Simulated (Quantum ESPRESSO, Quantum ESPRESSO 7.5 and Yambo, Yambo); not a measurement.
# A GW chain in Yambo: PtS2 (1T monolayer)

Wanted: ground state, empty states, screening and self-energy for PtS2 (1T monolayer).

Calculated with Quantum ESPRESSO 7.5 and Yambo 5.3.0; PBE and many-body steps on it, plane waves.

## 1. The starting structure

The cell holds 3 atoms: 1 Pt and 2 S. Its edges and angles: a = 3.574 Å, b = 3.574 Å, c = 15.000 Å, α = 90.0°, β = 90.0°, γ = 120.0°. Vacuum lies along c.

The structure was relaxed with PBE. The runs that relaxed it are not among those shown. Spin-orbit coupling is left out unless a step names it.

## 2. Ground state

This step: Quantum ESPRESSO 7.5; DFT, PBE, plane waves, norm-conserving pseudopotentials.

The ground-state density comes first.

pw.in reads:

```
&control
  calculation = 'scf'
  prefix = 'x'
  outdir = 'o'
  pseudo_dir = 'pseudo'
/
&system
  ibrav = 0
  nat = 3
  ntyp = 2
  ecutwfc = 76.0
  nbnd = 20
  force_symmorphic = .true.
/
&electrons
  conv_thr = 1e-10
  electron_maxstep = 80
  mixing_beta = 0.5
/
ATOMIC_SPECIES
  Pt 195.08 Pt.upf
  S 32.06 S.upf
CELL_PARAMETERS angstrom
  3.5735303220 0.0000000000 0.0000000000
  -1.7867651610 3.0947680400 0.0000000000
  0.0000000000 0.0000000000 15.0000000000
ATOMIC_POSITIONS crystal
  Pt 0.0000000000 0.0000000000 0.5000000000
  S 0.3333333333 0.6666666667 0.5818569338
  S 0.6666666667 0.3333333333 0.4181430662
K_POINTS automatic
  12 12 1 0 0 0
```

Started as:

```sh
> OMP_NUM_THREADS=1 mpirun -n 4 pw.x -nk 4 -in pw.in > pw.out
```

Log:

```text
Program PWSCF v.7.5 starts

     This program is part of the open-source Quantum ESPRESSO suite
     for quantum simulation of materials; please cite
         "P. Giannozzi et al., J. Phys.:Condens. Matter 21 395502 (2009);
         "P. Giannozzi et al., J. Phys.:Condens. Matter 29 465901 (2017);
         "P. Giannozzi et al., J. Chem. Phys. 152 154105 (2020);
     in publications or presentations arising from this work. More details at
     Message from routine setup:
     using ibrav=0 with symmetry is DISCOURAGED, use correct ibrav instead

     G-vector sticks info

     bravais-lattice index     =            0
     lattice parameter (alat)  =       6.7530  a.u.
     unit-cell volume          =    1119.4725 (a.u.)^3
     number of atoms/cell      =            3
     number of atomic types    =            2
     number of electrons       =        30.00
     number of Kohn-Sham states=           20
     kinetic-energy cutoff     =      76.0000  Ry
     charge density cutoff     =     304.0000  Ry
     scf convergence threshold =      1.0E-10
     mixing beta               =       0.5000
     number of iterations used =            8  plain     mixing
     Exchange-correlation= PBE
                           (   1   4   3   4   0   0   0)

     celldm(1)=   6.752994  celldm(2)=   0.000000  celldm(3)=   0.000000
     celldm(4)=   0.000000  celldm(5)=   0.000000  celldm(6)=   0.000000

     crystal axes: (cart. coord. in units of alat)
               a(1) = (   1.000000   0.000000   0.000000 )
               a(2) = (  -0.500000   0.866025   0.000000 )
               a(3) = (   0.000000   0.000000   4.197530 )

     reciprocal axes: (cart. coord. in units 2 pi/alat)
               b(1) = (  1.000000  0.577350 -0.000000 )
               b(2) = (  0.000000  1.154701  0.000000 )
               b(3) = (  0.000000 -0.000000  0.238235 )
     Pseudo is Norm-conserving + core correction, Zval = 18.0
     Generated using ONCVPSP code by D. R. Hamann
     Using radial grid of 1374 points,  8 beta functions with:
     Pseudo is Norm-conserving + core correction, Zval =  6.0
     Generated using ONCVPSP code by D. R. Hamann
     Using radial grid of 1146 points,  6 beta functions with:
     Pt               18.00   195.08000     Pt( 1.00)
     S                 6.00    32.06000     S ( 1.00)

     12 Sym. Ops., with inversion, found

   Cartesian axes

     site n.     atom                  positions (alat units)
         1        Pt     tau(   1) = (   0.0000000   0.0000000   2.0987649  )
         2        S      tau(   2) = (  -0.0000000   0.5773503   2.4423618  )
         3        S      tau(   3) = (   0.5000000   0.2886751   1.7551680  )

     number of k points=    19
                       cart. coord. in units 2pi/alat
        k(    1) = (   0.0000000   0.0000000   0.0000000), wk =   0.0138889
        k(    2) = (   0.0000000   0.0962250   0.0000000), wk =   0.0833333
        k(    3) = (   0.0000000   0.1924501   0.0000000), wk =   0.0833333
        k(    4) = (   0.0000000   0.2886751   0.0000000), wk =   0.0833333
        k(    5) = (   0.0000000   0.3849002   0.0000000), wk =   0.0833333
        k(    6) = (   0.0000000   0.4811252   0.0000000), wk =   0.0833333
        k(    7) = (   0.0000000  -0.5773503   0.0000000), wk =   0.0416667
        k(    8) = (   0.0833333   0.1443376   0.0000000), wk =   0.0833333
        k(    9) = (   0.0833333   0.2405626   0.0000000), wk =   0.1666667
        k(   10) = (   0.0833333   0.3367877   0.0000000), wk =   0.1666667
     [... 7 further rows ...]
        k(   18) = (   0.2500000   0.5292377   0.0000000), wk =   0.1666667
        k(   19) = (   0.3333333   0.5773503   0.0000000), wk =   0.0277778

     Dense  grid:   100255 G-vectors     FFT dimensions: (  40,  40, 160)

     Initial potential from superposition of free atoms

     starting charge      29.9998, renormalised to      30.0000
     Starting wfcs are   18 randomized atomic wfcs +    2 random wfcs

     per-process dynamical memory:    81.4 Mb

     Self-consistent Calculation

     iteration #  1     ecut=    76.00 Ry     beta= 0.50

     total energy              =    -305.18150082 Ry
     estimated scf accuracy    <       0.49950907 Ry

     iteration #  2     ecut=    76.00 Ry     beta= 0.50

     total energy              =    -305.29409075 Ry
     estimated scf accuracy    <       0.77672180 Ry

     iteration #  3     ecut=    76.00 Ry     beta= 0.50

     total energy              =    -305.41133571 Ry
     estimated scf accuracy    <       0.00572804 Ry

     iteration #  4     ecut=    76.00 Ry     beta= 0.50

     total energy              =    -305.41226885 Ry
     estimated scf accuracy    <       0.00168952 Ry

     iteration #  5     ecut=    76.00 Ry     beta= 0.50

     total energy              =    -305.41252304 Ry
     estimated scf accuracy    <       0.00001037 Ry

     iteration #  6     ecut=    76.00 Ry     beta= 0.50

     total energy              =    -305.41253196 Ry
     estimated scf accuracy    <       0.00000057 Ry

     iteration #  7     ecut=    76.00 Ry     beta= 0.50

     total energy              =    -305.41253215 Ry
     estimated scf accuracy    <       0.00000008 Ry

     iteration #  8     ecut=    76.00 Ry     beta= 0.50

     total energy              =    -305.41253217 Ry
     estimated scf accuracy    <       0.00000002 Ry

     iteration #  9     ecut=    76.00 Ry     beta= 0.50

     total energy              =    -305.41253217 Ry
     estimated scf accuracy    <          8.8E-10 Ry

     iteration # 10     ecut=    76.00 Ry     beta= 0.50

     total energy              =    -305.41253217 Ry
     estimated scf accuracy    <          1.3E-10 Ry

     iteration # 11     ecut=    76.00 Ry     beta= 0.50

     End of self-consistent calculation

          k = 0.0000 0.0000 0.0000 ( 12619 PWs)   bands (ev):

   -99.5270 -53.6730 -53.6730 -53.5680 -14.8772 -12.6541  -6.4167  -6.4167
    -6.0352  -3.7253  -3.7253  -1.6633  -1.5514  -1.1800  -1.1800   2.3042
     2.3042   4.4767   4.9648   5.4783

          k = 0.0000 0.0962 0.0000 ( 12571 PWs)   bands (ev):

   -99.5270 -53.6743 -53.6733 -53.5678 -14.7917 -12.6754  -6.4046  -6.3626
    -5.9577  -3.8585  -3.7978  -2.0739  -1.4183  -1.1376  -0.9849   1.8855
     2.1884   4.6782   5.1941   5.7633

          k = 0.0000 0.1925 0.0000 ( 12560 PWs)   bands (ev):

   -99.5269 -53.6779 -53.6743 -53.5673 -14.5457 -12.7340  -6.3531  -6.2172
    -5.7404  -4.2973  -3.9446  -2.6018  -1.1482  -1.1168  -0.9172   1.1476
     1.9722   5.1528   5.5708   5.9812

          k = 0.0000 0.2887 0.0000 ( 12528 PWs)   bands (ev):

     [... further k-points ...]

     highest occupied, lowest unoccupied level (ev):    -0.8916    0.8753

!    total energy              =    -305.41253217 Ry
     estimated scf accuracy    <          1.1E-11 Ry

     The total energy is the sum of the following terms:
     one-electron contribution =    -938.54024041 Ry
     hartree contribution      =     468.67556157 Ry
     xc contribution           =     -60.14721996 Ry
     ewald contribution        =     224.59936663 Ry

     convergence has been achieved in  11 iterations

     XML data file, charge density, pseudopotentials, collected wavefunctions

=------------------------------------------------------------------------------=
   JOB DONE.
=------------------------------------------------------------------------------=
```

Run time: 26 s. Hardware: 4 MPI ranks of Arm Neoverse V1, shared host; peak memory 0.54 GiB; 1.7 min of CPU time.

Numbers from this step:

```
total energy               : -4155.3492 eV
gap                        : 1.767 eV
k of the valence top       : 0.1667, 0.1667, 0
k of the conduction bottom : 0, 0.25, 0
least direct gap           : 1.907 eV
```

The gap is indirect, with the least direct gap 0.14 eV higher.

## 3. Bands along the symmetry lines

Levels along a band path, at the cheap level, show where the edges lie and whether the meshes to come will hold them.

pw.in reads:

```
&control
  calculation = 'bands'
  prefix = 'x'
  outdir = 'o'
  pseudo_dir = 'pseudo'
/
&system
  ibrav = 0
  nat = 3
  ntyp = 2
  ecutwfc = 76.0
  nbnd = 21
  force_symmorphic = .true.
/
&electrons
  conv_thr = 1e-9
  electron_maxstep = 80
  diago_full_acc = .true.
  diago_thr_init = 5e-6
/
ATOMIC_SPECIES
  Pt 195.08 Pt.upf
  S 32.06 S.upf
CELL_PARAMETERS angstrom
  3.5735303220 0.0000000000 0.0000000000
  -1.7867651610 3.0947680400 0.0000000000
  0.0000000000 0.0000000000 15.0000000000
ATOMIC_POSITIONS crystal
  Pt 0.0000000000 0.0000000000 0.5000000000
  S 0.3333333333 0.6666666667 0.5818569338
  S 0.6666666667 0.3333333333 0.4181430662
K_POINTS crystal
  25
  0.00000000 0.00000000 0.00000000 1
  0.06250000 0.00000000 0.00000000 1
  0.12500000 0.00000000 0.00000000 1
  0.18750000 0.00000000 0.00000000 1
  0.25000000 0.00000000 0.00000000 1
  0.31250000 0.00000000 0.00000000 1
  0.37500000 0.00000000 0.00000000 1
  0.43750000 0.00000000 0.00000000 1
  0.50000000 0.00000000 0.00000000 1
  0.47916667 0.04166667 0.00000000 1
  0.45833333 0.08333333 0.00000000 1
  0.43750000 0.12500000 0.00000000 1
  0.41666666 0.16666666 0.00000000 1
  0.39583333 0.20833333 0.00000000 1
  0.37500000 0.25000000 0.00000000 1
  0.35416666 0.29166666 0.00000000 1
  0.33333333 0.33333333 0.00000000 1
  0.29166666 0.29166666 0.00000000 1
  0.25000000 0.25000000 0.00000000 1
  0.20833333 0.20833333 0.00000000 1
  0.16666666 0.16666666 0.00000000 1
  0.12500000 0.12500000 0.00000000 1
  0.08333333 0.08333333 0.00000000 1
  0.04166667 0.04166667 0.00000000 1
  0.00000000 0.00000000 0.00000000 1
```

Log:

```text
[banner, memory and clock lines left out]
Program PWSCF v.7.5 starts

     Atomic positions and unit cell read from directory:
     o/x.save/

     Message from routine setup:
     using ibrav=0 with symmetry is DISCOURAGED, use correct ibrav instead

     G-vector sticks info

     bravais-lattice index     =            0
     lattice parameter (alat)  =       6.7530  a.u.
     unit-cell volume          =    1119.4725 (a.u.)^3
     number of atoms/cell      =            3
     number of atomic types    =            2
     number of electrons       =        30.00
     number of Kohn-Sham states=           21
     kinetic-energy cutoff     =      76.0000  Ry
     charge density cutoff     =     304.0000  Ry
     Exchange-correlation= PBE
                           (   1   4   3   4   0   0   0)

     celldm(1)=   6.752994  celldm(2)=   0.000000  celldm(3)=   0.000000
     celldm(4)=   0.000000  celldm(5)=   0.000000  celldm(6)=   0.000000

     crystal axes: (cart. coord. in units of alat)
               a(1) = (   1.000000   0.000000   0.000000 )
               a(2) = (  -0.500000   0.866025   0.000000 )
               a(3) = (   0.000000   0.000000   4.197530 )

     reciprocal axes: (cart. coord. in units 2 pi/alat)
               b(1) = (  1.000000  0.577350 -0.000000 )
               b(2) = (  0.000000  1.154701  0.000000 )
               b(3) = (  0.000000 -0.000000  0.238235 )
     Pseudo is Norm-conserving + core correction, Zval = 18.0
     Generated using ONCVPSP code by D. R. Hamann
     Using radial grid of 1374 points,  8 beta functions with:
     Pseudo is Norm-conserving + core correction, Zval =  6.0
     Generated using ONCVPSP code by D. R. Hamann
     Using radial grid of 1146 points,  6 beta functions with:
     Pt               18.00   195.08000     Pt( 1.00)
     S                 6.00    32.06000     S ( 1.00)

     12 Sym. Ops., with inversion, found

   Cartesian axes

     site n.     atom                  positions (alat units)
         1        Pt     tau(   1) = (   0.0000000   0.0000000   2.0987649  )
         2        S      tau(   2) = (  -0.0000000   0.5773503   2.4423618  )
         3        S      tau(   3) = (   0.5000000   0.2886751   1.7551680  )

     number of k points=    25
                       cart. coord. in units 2pi/alat
        k(    1) = (   0.0000000   0.0000000   0.0000000), wk =   0.0800000
        k(    2) = (   0.0625000   0.0360844   0.0000000), wk =   0.0800000
        k(    3) = (   0.1250000   0.0721688   0.0000000), wk =   0.0800000
[...]
[... 13 further rows ...]
        k(   24) = (   0.0416667   0.0721688   0.0000000), wk =   0.0800000
        k(   25) = (   0.0000000   0.0000000   0.0000000), wk =   0.0800000

     Dense  grid:   100255 G-vectors     FFT dimensions: (  40,  40, 160)

     The potential is recalculated from file :
     o/x.save/charge-density

     Starting wfcs are   18 randomized atomic wfcs +    3 random wfcs

     Band Structure Calculation

     End of band structure calculation

          k = 0.0000 0.0000 0.0000 ( 12619 PWs)   bands (ev):

   -99.5269 -53.6730 -53.6730 -53.5679 -14.8772 -12.6541  -6.4166  -6.4166
    -6.0351  -3.7253  -3.7252  -1.6633  -1.5514  -1.1800  -1.1800   2.3042
     2.3042   4.4767   4.9648   5.4783   5.8051

          k = 0.0625 0.0361 0.0000 ( 12589 PWs)   bands (ev):

   -99.5269 -53.6737 -53.6731 -53.5678 -14.8289 -12.6662  -6.4102  -6.3859
[...]
2.2358   4.5936   5.1105   5.6432   5.9025

          k = 0.1250 0.0722 0.0000 ( 12568 PWs)   bands (ev):

[...]
2.0775   4.8949   5.3757   5.9942   6.1831

[...]
k = 0.0417 0.0722 0.0000 ( 12589 PWs)   bands (ev):

[...]
2.2061   4.6307   5.1488   5.6994   5.9343

          k = 0.0000 0.0000 0.0000 ( 12619 PWs)   bands (ev):

   -99.5269 -53.6730 -53.6730 -53.5679 -14.8772 -12.6541  -6.4166  -6.4166
    -6.0351  -3.7253  -3.7252  -1.6633  -1.5514  -1.1800  -1.1800   2.3042
     2.3042   4.4767   4.9648   5.4783   5.8052

     XML data file, pseudopotentials, collected wavefunctions
```

Elapsed: 13 s, on 4 MPI ranks; peak memory 0.42 GiB.

This step gave:

| Item | Value |
| --- | --- |
| gap | 1.767 eV |
| k of the valence top | 0.1667, 0.1667, 0 |
| k of the conduction bottom | 0.25, 0, 0 |
| least direct gap | 1.907 eV |

The gap is 1.767 eV, as in the run before at this level.

Electronic bands along the path, in eV, zero at the top of the highest filled band:

```tsv
point	band 12	band 13	band 14	band 15	band 16	band 17	band 18	band 19
Γ	-0.77	-0.66	-0.29	-0.29	3.20	3.20	5.37	5.86
halfway	-2.00	-0.42	-0.41	-0.14	1.77	2.76	6.19	6.69
M	-2.10	-2.02	-1.67	-1.37	2.79	2.98	5.52	6.76
halfway	-2.23	-2.19	-1.09	-0.75	2.30	2.60	6.21	7.82
K	-2.44	-2.23	-0.71	-0.71	2.15	2.15	6.86	8.97
halfway	-2.05	-0.80	-0.48	0.00	2.10	2.14	6.84	7.06
Γ	-0.77	-0.66	-0.29	-0.29	3.20	3.20	5.37	5.86
```

## 4. Empty states on the mesh, 6×6×1 mesh, 168 bands

The sums over transitions need many empty states on a uniform mesh; this step solves for them.

pw.in reads:

```
&control
  calculation = 'nscf'
  prefix = 'x'
  outdir = 'o'
  pseudo_dir = 'pseudo'
/
&system
  ibrav = 0
  nat = 3
  ntyp = 2
  ecutwfc = 76.0
  nbnd = 168
  force_symmorphic = .true.
/
&electrons
  conv_thr = 1e-9
  electron_maxstep = 80
  diago_full_acc = .true.
  diago_thr_init = 5e-6
/
ATOMIC_SPECIES
  Pt 195.08 Pt.upf
  S 32.06 S.upf
CELL_PARAMETERS angstrom
  3.5735303220 0.0000000000 0.0000000000
  -1.7867651610 3.0947680400 0.0000000000
  0.0000000000 0.0000000000 15.0000000000
ATOMIC_POSITIONS crystal
  Pt 0.0000000000 0.0000000000 0.5000000000
  S 0.3333333333 0.6666666667 0.5818569338
  S 0.6666666667 0.3333333333 0.4181430662
K_POINTS automatic
  6 6 1 0 0 0
```

Log:

```text
[banner, memory and clock lines left out]
Program PWSCF v.7.5 starts

     Atomic positions and unit cell read from directory:
     o/x.save/

     Message from routine setup:
     using ibrav=0 with symmetry is DISCOURAGED, use correct ibrav instead

     G-vector sticks info

     bravais-lattice index     =            0
     lattice parameter (alat)  =       6.7530  a.u.
     unit-cell volume          =    1119.4725 (a.u.)^3
     number of atoms/cell      =            3
     number of atomic types    =            2
     number of electrons       =        30.00
     number of Kohn-Sham states=          168
     kinetic-energy cutoff     =      76.0000  Ry
     charge density cutoff     =     304.0000  Ry
     Exchange-correlation= PBE
                           (   1   4   3   4   0   0   0)

     celldm(1)=   6.752994  celldm(2)=   0.000000  celldm(3)=   0.000000
     celldm(4)=   0.000000  celldm(5)=   0.000000  celldm(6)=   0.000000

     crystal axes: (cart. coord. in units of alat)
               a(1) = (   1.000000   0.000000   0.000000 )
               a(2) = (  -0.500000   0.866025   0.000000 )
               a(3) = (   0.000000   0.000000   4.197530 )

     reciprocal axes: (cart. coord. in units 2 pi/alat)
               b(1) = (  1.000000  0.577350 -0.000000 )
               b(2) = (  0.000000  1.154701  0.000000 )
               b(3) = (  0.000000 -0.000000  0.238235 )
     Pseudo is Norm-conserving + core correction, Zval = 18.0
     Generated using ONCVPSP code by D. R. Hamann
     Using radial grid of 1374 points,  8 beta functions with:
     Pseudo is Norm-conserving + core correction, Zval =  6.0
     Generated using ONCVPSP code by D. R. Hamann
     Using radial grid of 1146 points,  6 beta functions with:
     Pt               18.00   195.08000     Pt( 1.00)
     S                 6.00    32.06000     S ( 1.00)

     12 Sym. Ops., with inversion, found

   Cartesian axes

     site n.     atom                  positions (alat units)
         1        Pt     tau(   1) = (   0.0000000   0.0000000   2.0987649  )
         2        S      tau(   2) = (  -0.0000000   0.5773503   2.4423618  )
         3        S      tau(   3) = (   0.5000000   0.2886751   1.7551680  )

     number of k points=     7
                       cart. coord. in units 2pi/alat
        k(    1) = (   0.0000000   0.0000000   0.0000000), wk =   0.0555556
        k(    2) = (   0.0000000   0.1924501   0.0000000), wk =   0.3333333
        k(    3) = (   0.0000000   0.3849002   0.0000000), wk =   0.3333333
        k(    4) = (   0.0000000  -0.5773503   0.0000000), wk =   0.1666667
        k(    5) = (   0.1666667   0.2886751   0.0000000), wk =   0.3333333
        k(    6) = (   0.1666667   0.4811252   0.0000000), wk =   0.6666667
        k(    7) = (   0.3333333   0.5773503   0.0000000), wk =   0.1111111

     Dense  grid:   100255 G-vectors     FFT dimensions: (  40,  40, 160)

     The potential is recalculated from file :
     o/x.save/charge-density

     Starting wfcs are   18 randomized atomic wfcs +  150 random wfcs

     Band Structure Calculation

     End of band structure calculation

          k = 0.0000 0.0000 0.0000 ( 12619 PWs)   bands (ev):

   -99.5269 -53.6730 -53.6730 -53.5679 -14.8772 -12.6541  -6.4166  -6.4166
    -6.0351  -3.7253  -3.7253  -1.6633  -1.5514  -1.1800  -1.1800   2.3042
     2.3042   4.4767   4.9648   5.4783   5.8051   7.4457   7.8606   7.8606
[...]
[... 9 further rows ...]
[...]
k = 0.0000 0.1925 0.0000 ( 12560 PWs)   bands (ev):

[...]
[... 9 further rows ...]
[...]
k = 0.0000 0.3849 0.0000 ( 12540 PWs)   bands (ev):

[...]
[... 9 further rows ...]
    51.1679  51.4786  51.6429  51.8701  52.2365  52.6870  52.8255  52.9193
    53.3630  53.5535  53.5977  53.9138  53.9997  54.2392  54.2702  54.3921

          k = 0.0000-0.5774 0.0000 ( 12518 PWs)   bands (ev):

     [... further k-points ...]

     highest occupied, lowest unoccupied level (ev):    -0.8916    1.1476

     XML data file, pseudopotentials, collected wavefunctions
```

Run time: 46 s. Hardware: 4 MPI ranks; peak memory 1 GiB; 3 min of CPU time.

This step gave:

```yaml
gap: 2.039 eV
k_of_the_valence_top: 0.1667, 0.1667, 0
k_of_the_conduction_bottom: 0, 0.1667, 0
least_direct_gap: 2.065 eV
k_points_computed: 7
lowest_point_of_the_top_converged_band_above_the_valence_top: 53.8707 eV
```

On this mesh the gap is 2.039 eV. The earlier step found 1.767 eV, so this mesh misses an edge.

(Continued in part 2 of 2.)

[Paths, hosts, dates, memory and timing lines, banners, echoed tables and standing remarks are left out of the program output.]

[Logs are printed without paths, hosts, clocks, repeated set-up lines and the standing remarks that a program may print on its own settings, such as how far it seeks lower states.]

[Runs of the session that timed out or met a known fault of the program may be left out.]

[Hosts, paths, dates, database ids (printed as entryN), source tags and the programs' standing remarks are cut or masked in the printed files.]
